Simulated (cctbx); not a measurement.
**Lattice, Laue class and space group of a new crystal**

Cell: a = 6.8560 Å, b = 11.7510 Å, c = 6.5060 Å, α = 90.00°, β = 119.62°, γ = 90.00°. Expected content of the cell: Tl4 Ni4 S12.

The data are simulated with cctbx, not measured: Cu Kα, λ = 1.54184 Å, to d = 0.83 Å, 50 % of the full sphere, strongest reflection 20000 counts, noise from counting, a 3 % proportional error and a noise floor of 2 counts (s.d.); no absorption.

A first pass over the reflections prints:

```text
1692 reflections to d = 0.830 A
centring   violations  <I/sigma> of those
    A        422 of   847     12.1
    B        422 of   857     12.0
    C          0 of   846     -0.0
    I        441 of   853     12.5
    R        539 of  1112     11.7
    F        422 of  1275      8.0
Laue class    unique    Rint  (classes that these axes allow; Friedel mates merged)
C 1 2/m 1         414   0.022
space group    extra absences  I>4sigma  <I/sigma>
C 1 2 1                 0          0         -  acentric
C 1 m 1                 0          0         -  acentric
C 1 2/m 1               0          0         -  centric
Wilson B = 0.38 A^2   <|E^2-1|> = 0.691 (0.968 centric, 0.736 acentric)   E^2>4: 0.7 %
shell (A)         n   <I/sigma>
 5.88 - 1.65     52     33.9
 1.65 - 1.31     56     31.3
 1.31 - 1.15     52     33.3
 1.15 - 1.05     57     31.8
 1.05 - 0.97     41     30.5
 0.97 - 0.91     54     30.8
 0.91 - 0.87     54     29.6
 0.87 - 0.83     48     29.4
```

Q: Read the symmetry from these tables.

The reflections that C centring forbids are absent (⟨I/σ⟩ near 0), so the lattice is C.

Only C 1 2/m 1 fits these axes (Rint 0.022); a search for a hidden higher lattice was not made.

3 settings pass the absence test. No glide or screw absences show, which leaves C 1 2 1, C 1 m 1 and C 1 2/m 1.

⟨|E²−1|⟩ = 0.691 leans to a non-centrosymmetric structure. Here that hint misleads: the statistic assumes many like atoms on general positions, and few, heavy or special-position atoms break it. The Wilson B of 0.38 Å² means U ≈ 0.0048 Å².

The true group is C2/m (no. 12), Laue class 2/m, centrosymmetric. The tables only narrow the choice to the tied entries; cell content, site symmetry and trial solutions must settle it.

This is a model crystal, built by substitution and not relaxed, with assumed displacement parameters.

[Logs are printed without paths, hosts, clocks, repeated set-up lines and the standing remarks that a program may print on its own settings, such as how far it seeks lower states.]
